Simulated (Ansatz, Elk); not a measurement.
# Bonding as seen by X-rays: Al2V

The structure of Al2V used here is made up (a known structure type with other elements) and was relaxed beforehand with PBEsol. The aim is the Fourier transform of its all-electron density, F(hkl), set beside the sum over free spherical atoms that refinements use.

Program: Elk 11.2.3 (patched build). Level of theory: DFT, PBE, all-electron APW+lo, Dirac cores, scalar-relativistic bands, static density, no spin. Results are calculated unless marked as measured.

This account leaves out most program logs.

The structure was built from a prototype and need not be the compound's stable phase.

## Step 1: The structure

It takes space group P4/nmm (No. 129, tetragonal). The conventional cell has a = 3.678 Å, b = 3.678 Å, c = 6.630 Å, α = 90.00°, β = 90.00°, γ = 90.00°. Nearest to V lie 9 Al at 2.52 to 2.76 Å. Nearest to Al lie 5 V at 2.52 to 2.60 Å and 4 Al at 2.75 Å. Nearest to Al lie 8 Al at 2.60 to 2.75 Å and 4 V at 2.76 Å. Farther neighbours are not listed.

## Step 2: Ground state and structure factors

An all-electron density is needed, since X-rays see the cores too. Task 0 finds the density and task 195 Fourier-transforms it; tshift is off so that phases refer to the origin typed.

The input, elk.in:

```
tasks
  0
  195

xctype
  20

spinpol
  .false.

rgkmax
  7.0

gmaxvr
  14.0

lmaxo
  7

lmaxapw
  8

swidth
  0.002

tshift
  .false.

ramdisk
  .false.

hmaxvr
  5.5

maxscl
  120

epspot
  1e-06

sppath
  './'

avec
  6.95105270811 0.00000000000 0.00000000000
  -0.00000000000 6.95105270811 0.00000000000
  0.00000000000 0.00000000000 12.52937828124

atoms
  2
  'V.in'
  2
  0.5000000000 -0.0000000000 0.3110841483   0.000000 0.000000 0.000000
  -0.0000000000 0.5000000000 0.6889158517   0.000000 0.000000 0.000000
  'Al.in'
  4
  0.5000000000 0.0000000000 0.6908841254   0.000000 0.000000 0.000000
  0.0000000000 0.5000000000 0.3091158746   0.000000 0.000000 0.000000
  0.5000000000 0.5000000000 -0.0000000000   0.000000 0.000000 0.000000
  -0.0000000000 -0.0000000000 0.0000000000   0.000000 0.000000 0.000000

ngridk
  6 6 4
```

Command:

```bash
$ OMP_NUM_THREADS=4 elk
```

The job ended after 44 s (4 threads of Intel Xeon Platinum 8259CL at 2.50GHz (Skylake/Cascade Lake), shared host; peak memory 0.18 GiB; 2.2 min of CPU time).

SFACRHO.OUT:

```text

h k l indices transformed by vhmat matrix:
   1.000000000       0.000000000       0.000000000    
   0.000000000       1.000000000       0.000000000    
   0.000000000       0.000000000       1.000000000    

      h      k      l  multipl.   |H|            Re(F)            Im(F)           |F|

      0      0      0      1   0.0000000       97.999999      0.10513622E-16   97.999999    
      0      0     -1      2  0.50147622     -0.90068213     -0.12386457E-15  0.90068213    
      1      0      0      4  0.90391852       0.0000000      0.44911143E-14  0.44911143E-14
      0      0      2      2   1.0029524      -21.675699      0.20222817E-15   21.675699    
     -1      0     -1      4   1.0337055     -0.21003464E-14   15.794359       15.794359    
      1      0      1      4   1.0337055     -0.21003464E-14  -15.794359       15.794359    
     -1      1      0      4   1.2783338      -34.335866     -0.18298149E-14   34.335866    
     -1      0     -2      4   1.3501786       0.0000000      -10.887756       10.887756    
      0      1     -2      4   1.3501786      0.10501732E-14   10.887756       10.887756    
     -1      1     -1      8   1.3731773       37.077750     -0.18390855E-14   37.077750    
      0      0     -3      2   1.5044287       62.124144     -0.20921431E-15   62.124144    
     -1     -1      2      8   1.6248234       51.649847      0.32106265E-14   51.649847    
      1      0      3      4   1.7550995     -0.31505197E-14   4.8334378       4.8334378    
     -1      0     -3      4   1.7550995     -0.31505197E-14  -4.8334378       4.8334378    
      0     -2      0      4   1.8078370       61.859968      0.76458610E-14   61.859968    
      0     -2     -1      4   1.8761005     -0.66107797     -0.12755400E-15  0.66107797    
      2      0     -1      4   1.8761005     -0.66107797      0.97876862E-16  0.66107797    
     -1      1      3      8   1.9741943      -24.083985     -0.15200348E-14   24.083985
```

Elk indexes on the primitive cell of elk.in and gives |H| = 4π sin θ/λ in inverse bohr. Below, one row stands for each form hkl of the conventional cell (m members, Friedel mates merged), F is for one primitive cell and the density is static (no thermal factor). Free-atom factors are Waasmaier and Kirfel's, and R is Σm||F|−|F'||/Σm|F|.

| hkl | m | sin θ/λ (Å⁻¹) | abs F, DFT | neutral atoms | diff. | abs of complex diff. |
| --- | --- | --- | --- | --- | --- | --- |
| 001 | 2 | 0.075 | 0.901 | 0.907 | -0.006 | 0.006 |
| 100 | 4 | 0.136 | 0.000 | 0.000 | +0.000 | 0.000 |
| 002 | 2 | 0.151 | 21.676 | 21.522 | +0.154 | 0.154 |
| 101 | 8 | 0.155 | 15.794 | 15.718 | +0.076 | 0.076 |
| 110 | 4 | 0.192 | 34.336 | 34.510 | -0.174 | 0.174 |
| 102 | 8 | 0.203 | 10.888 | 11.158 | -0.270 | 0.270 |
| 111 | 8 | 0.206 | 37.078 | 37.278 | -0.200 | 0.200 |
| 003 | 2 | 0.226 | 62.124 | 62.871 | -0.747 | 0.747 |
| 112 | 8 | 0.244 | 51.650 | 52.143 | -0.493 | 0.493 |
| 103 | 8 | 0.264 | 4.833 | 4.947 | -0.114 | 0.114 |
| 200 | 4 | 0.272 | 61.860 | 62.427 | -0.567 | 0.567 |
| 201 | 8 | 0.282 | 0.661 | 0.587 | +0.074 | 0.074 |
| 113 | 8 | 0.297 | 24.084 | 24.154 | -0.070 | 0.070 |
| 004 | 2 | 0.302 | 17.974 | 18.035 | -0.060 | 0.060 |
| 210 | 8 | 0.304 | 0.000 | 0.000 | +0.000 | 0.000 |
| 202 | 8 | 0.311 | 15.514 | 15.668 | -0.154 | 0.154 |
| 211 | 16 | 0.313 | 11.017 | 10.945 | +0.072 | 0.072 |
| 104 | 8 | 0.331 | 11.349 | 11.373 | -0.025 | 0.025 |
| 212 | 16 | 0.339 | 7.988 | 7.966 | +0.022 | 0.022 |
| 203 | 8 | 0.354 | 50.529 | 50.655 | -0.125 | 0.125 |
| 114 | 8 | 0.358 | 12.368 | 12.343 | +0.025 | 0.025 |
| 005 | 2 | 0.377 | 22.102 | 22.088 | +0.014 | 0.014 |

## Step 3: The highest occupied states alone

An energy window below the Fermi level keeps the highest occupied states, to see at which angles they scatter; shallow core shells can lie inside it and anion s states outside. No new self-consistency is needed.

Changes to elk.in since step 2:

```diff
@@ -1,3 +1,2 @@
 tasks
-  0
   195
@@ -40,2 +39,5 @@
 
+wsfac
+  -0.253550 0.597690
+
 sppath
```

Command:

```bash
$ OMP_NUM_THREADS=4 elk
```

Elapsed: 11 s, on 4 threads; peak memory 0.16 GiB.

States within 15 eV below the Fermi level hold 22.00 electrons; any levels below the window count with the cores. Their amplitudes can exceed the total, where window and core parts have opposite phase:

| hkl | sin θ/λ (Å⁻¹) | abs F, window | abs F, all |
| --- | --- | --- | --- |
| 001 | 0.075 | 0.279 | 0.901 |
| 100 | 0.136 | 0.000 | 0.000 |
| 002 | 0.151 | 2.987 | 21.676 |
| 101 | 0.155 | 2.946 | 15.794 |
| 110 | 0.192 | 3.165 | 34.336 |
| 102 | 0.203 | 1.675 | 10.888 |
| 111 | 0.206 | 1.324 | 37.078 |
| 003 | 0.226 | 1.911 | 62.124 |
| 112 | 0.244 | 1.243 | 51.650 |
| 103 | 0.264 | 0.797 | 4.833 |

## Step 4: Another functional

The difference from free atoms is small, so it is set against the change that LDA (Perdew-Wang) makes.

Changes to elk.in since step 3:

```diff
@@ -1,2 +1,3 @@
 tasks
+  0
   195
@@ -4,3 +5,3 @@
 xctype
-  20
+  3
 
@@ -39,5 +40,2 @@
 
-wsfac
-  -0.253550 0.597690
-
 sppath
```

Command:

```bash
$ OMP_NUM_THREADS=4 elk
```

It took 30 s on 4 threads; peak memory 0.16 GiB.

Against the first run R = 0.14 %; the largest change is -0.090 at 220.

## Step 5: Basis size

The basis and the expansions that go with it are enlarged, to see whether the differences are converged.

Changes to elk.in since step 4:

```diff
@@ -5,3 +5,3 @@
 xctype
-  3
+  20
 
@@ -11,12 +11,12 @@
 rgkmax
-  7.0
+  8.5
 
 gmaxvr
-  14.0
+  18.0
 
 lmaxo
-  7
+  9
 
 lmaxapw
-  8
+  10
```

Command:

```bash
$ OMP_NUM_THREADS=4 elk
```

Wall time 1.9 min (4 threads); peak memory 0.35 GiB; 5.9 min of CPU time.

Against the first run R = 0.01 %; the largest change is -0.006 at 312.

## Step 6: Settings against the effect

| run | R against the first run (%) | R against neutral atoms, low angle (%) | wall time |
| --- | --- | --- | --- |
| PBE, rgkmax 7 | 0.00 | 0.88 | 44 s |
| LDA (Perdew-Wang) | 0.14 | 0.89 | 30 s |
| rgkmax 8.5 with larger expansions | 0.01 | 0.88 | 1.9 min |

## Step 7: Summary of results

```json
{
 "R against neutral atoms, sin θ/λ < 0.3 Å⁻¹": "0.88 %",
 "R against neutral atoms, 0.3 to 0.80 Å⁻¹": "0.34 %"
}
```

What this shows: Independent neutral atoms miss the calculated amplitudes by R = 0.88 % below 0.3 Å⁻¹ and 0.34 % from there to 0.80 Å⁻¹; by shells, 0.66 % below 0.15 Å⁻¹ (1 form), 0.88 % 0.15 to 0.3 (11 forms), 0.31 % 0.3 to 0.45 (21 forms), 0.35 % above 0.45 (108 forms). Bonding, aspherical density and the tables' own atoms all enter these figures, and the runs don't part them. The largest change of an amplitude is -0.75 electrons, at 003. The window's part falls from 22.0 electrons at the origin to at most 0.61 between 0.45 and 0.80 Å⁻¹. Below 0.3 Å⁻¹ the changes that finished (LDA (Perdew-Wang) and rgkmax 8.5 with larger expansions) move F by R = 0.05 % at most, against the 0.88 % that separates it from free atoms. The k-mesh has no finished test. These runs have no spin, though d or f shells may be open. Part of the difference isn't bonding: the tables are fits to free atoms and ions calculated by other methods than this functional. Thermal motion, anomalous dispersion and extinction are left out.

[Logs are printed without paths, hosts, clocks, repeated set-up lines and the standing remarks that a program may print on its own settings, such as how far it seeks lower states.]

[Hosts, paths, dates, database ids (printed as entryN), source tags and the programs' standing remarks are cut or masked in the printed files.]
